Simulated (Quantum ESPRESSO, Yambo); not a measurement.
Planning a run of Yambo 5.3.0 on NH4Br (P-43m). The input:

```
HF_and_locXC
gw0
dyson
ppa
em1d
rim_cut
RandQpts= 1000000
RandGvec= 1 RL
EXXRLvcs= 72 Ry
VXCRLvcs= 288 Ry
Chimod= "HARTREE"
% BndsRnXp
 1 | 41 |
%
NGsBlkXp= 5.5 Ry
% LongDrXp
 1 | 1 | 1 |
%
% GbndRnge
 1 | 41 |
%
DysSolver= "n"
ExtendOut
PPAPntXp= 27.21138 eV
% QPkrange
 6 | 6 | 7 | 10 |
 1 | 1 | 7 | 10 |
%
```

```sh
OMP_NUM_THREADS=1 mpirun -n 4 yambo -F gw1.in -J gw1 -C gw1 > gw1.log
```

The stored states that it reads are on a 4×4×4 mesh. Symmetry: P-43m, No. 215, cubic system. Conventional cell: a = 4.000 Å, b = 4.000 Å, c = 4.000 Å, α = 90.00°, β = 90.00°, γ = 90.00°. H has 1 N at 1.03 Å nearest. Nearest to Br lie 4 H at 2.44 Å. Nearest to N lie 4 H at 1.03 Å. Farther neighbours and most contacts between anions are not listed.

**Question.** How long will it take on 4 MPI ranks of Arm Neoverse V1, shared host, and how much memory?

It took 19 s; on shared hardware allow 9.4 s to 38 s. Peak host memory was 1.4 GiB.

The screening grows as filled bands × empty bands × pairs of k points, times the square of the screening basis for the matrix.

[Paths, hosts, dates, memory and timing lines, banners, echoed tables and standing remarks are left out of the program output.]

[Logs are printed without paths, hosts, clocks, repeated set-up lines and the standing remarks that a program may print on its own settings, such as how far it seeks lower states.]

[Runs of the session that timed out or met a known fault of the program may be left out.]

[Hosts, paths, dates, database ids (printed as entryN), source tags and the programs' standing remarks are cut or masked in the printed files.]
